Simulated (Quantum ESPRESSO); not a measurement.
Computed results, one entry a study.

```json
{"subject": "Collinear magnetic orders of MnO2 with Quantum ESPRESSO", "lattice_ang": [[0.0, 4.02, 4.02], [4.02, 0.0, 4.02], [4.02, 4.02, 0.0]], "atoms": [["Mn", 0.625, 0.125, 0.625], ["Mn", 0.125, 0.625, 0.625], ["Mn", 0.625, 0.625, 0.125], ["Mn", 0.625, 0.625, 0.625], ["O", 0.8329, 0.389, 0.389], ["O", 0.389, 0.8329, 0.389], ["O", 0.389, 0.389, 0.389], ["O", 0.389, 0.389, 0.8329], ["O", 0.861, 0.4171, 0.861], ["O", 0.4171, 0.861, 0.861], ["O", 0.861, 0.861, 0.4171], ["O", 0.861, 0.861, 0.861]], "method": "LDA with U = 4 eV on Mn d (ortho-atomic projectors); plane waves with GBRV 1.5 LDA potentials, no spin-orbit coupling, projections on orthogonalised atomic orbitals (and 2 further levels or steps)", "program": "Quantum ESPRESSO 7.5", "settings_of_one_run": "GBRV 1.5 LDA, potential files O: o_lda_v1.2.uspp.F.UPF, Mn: mn_lda_v1.5.uspp.F.UPF, cutoff 544.23 eV, 4×4×4 k-mesh, 83 bands, fermi-dirac occupations, smearing width 0.05 eV, collinear spin, SCF threshold 2.40e-8, Hubbard form dudarev, Hubbard projectors ortho-atomic, starting moments 4.5 4.5 4.5 4.5 0 0 0 0 0 0 0 0 μB", "cost": "5 runs, 3.1 min in all on 4 MPI ranks of Intel Xeon Platinum 8488C (Sapphire Rapids), shared host (the runs of this entry)", "results": {"lowest_state_found": "ferromagnetic (from ferro ++++)", "largest_site_moment": "2.77 μB", "next_state_with_moments": "ferrimagnetic, 42.9 meV a seeded atom higher"}}
```

[Logs and program files are shortened in this print: banners, set-up blocks, solver, clock and traceback lines can be left out without a mark of their own.]

[Logs are printed without paths, hosts, clocks, repeated set-up lines and the standing remarks that a program may print on its own settings, such as how far it seeks lower states.]

[Hosts, paths, dates, database ids (printed as entryN), source tags and the programs' standing remarks are cut or masked in the printed files.]

[Where a cell is said to come from a database of computed structures, the database is the Materials Project.]
